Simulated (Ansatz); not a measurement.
Rows from a G0W0 calculation on WSO (2H monolayer (Janus)) (Ansatz 0.2.0; G0W0 on PBE, plane waves, PAW; PAW set soft_1; 6×6×1 mesh, 71 empty bands, screening to 27 eV, PAW set soft_1 files), in eV. Spin-orbit coupling is left out.

| row | k | band | start | Σx | Σc at the solution | Vxc |
| --- | --- | --- | --- | --- | --- | --- |
| A | (0.333, 0.333, 0.000) | c2 | -2.478 | -13.590 | -3.845 | -18.683 |
| B | Γ | v1 | -5.611 | -20.783 | 1.672 | -19.302 |
| C | (0.333, 0.333, 0.000) | v1 | -6.557 | -20.056 | 1.504 | -18.867 |
| D | Γ | c1 | -3.273 | -16.637 | -3.317 | -21.276 |
| E | Γ | v2 | -7.837 | -21.072 | 2.386 | -18.912 |
| F | (0.333, 0.333, 0.000) | c1 | -4.058 | -16.296 | -3.075 | -20.642 |

Give the quasiparticle energies and the shift of each level.

The quasiparticle equation reads E = start + Σx + Σc(E) − Vxc.

| row | E (eV) | shift (eV) |
| --- | --- | --- |
| A | -1.231 | +1.248 |
| B | -5.420 | +0.191 |
| C | -6.242 | +0.315 |
| D | -1.951 | +1.322 |
| E | -7.611 | +0.227 |
| F | -2.787 | +1.271 |

The gap over the computed points goes from 1.55 eV to 2.63 eV.

Limits: not at the basis limit; coarse mesh for a sheet; no spin-orbit coupling.

[Runs of the session that timed out or met a known fault of the program may be left out.]

[Cells called generated may have been cut or substituted from an entry of the Crystallography Open Database or the Materials Project.]

[Hosts, paths, dates, database ids (printed as entryN), source tags and the programs' standing remarks are cut or masked in the printed files.]
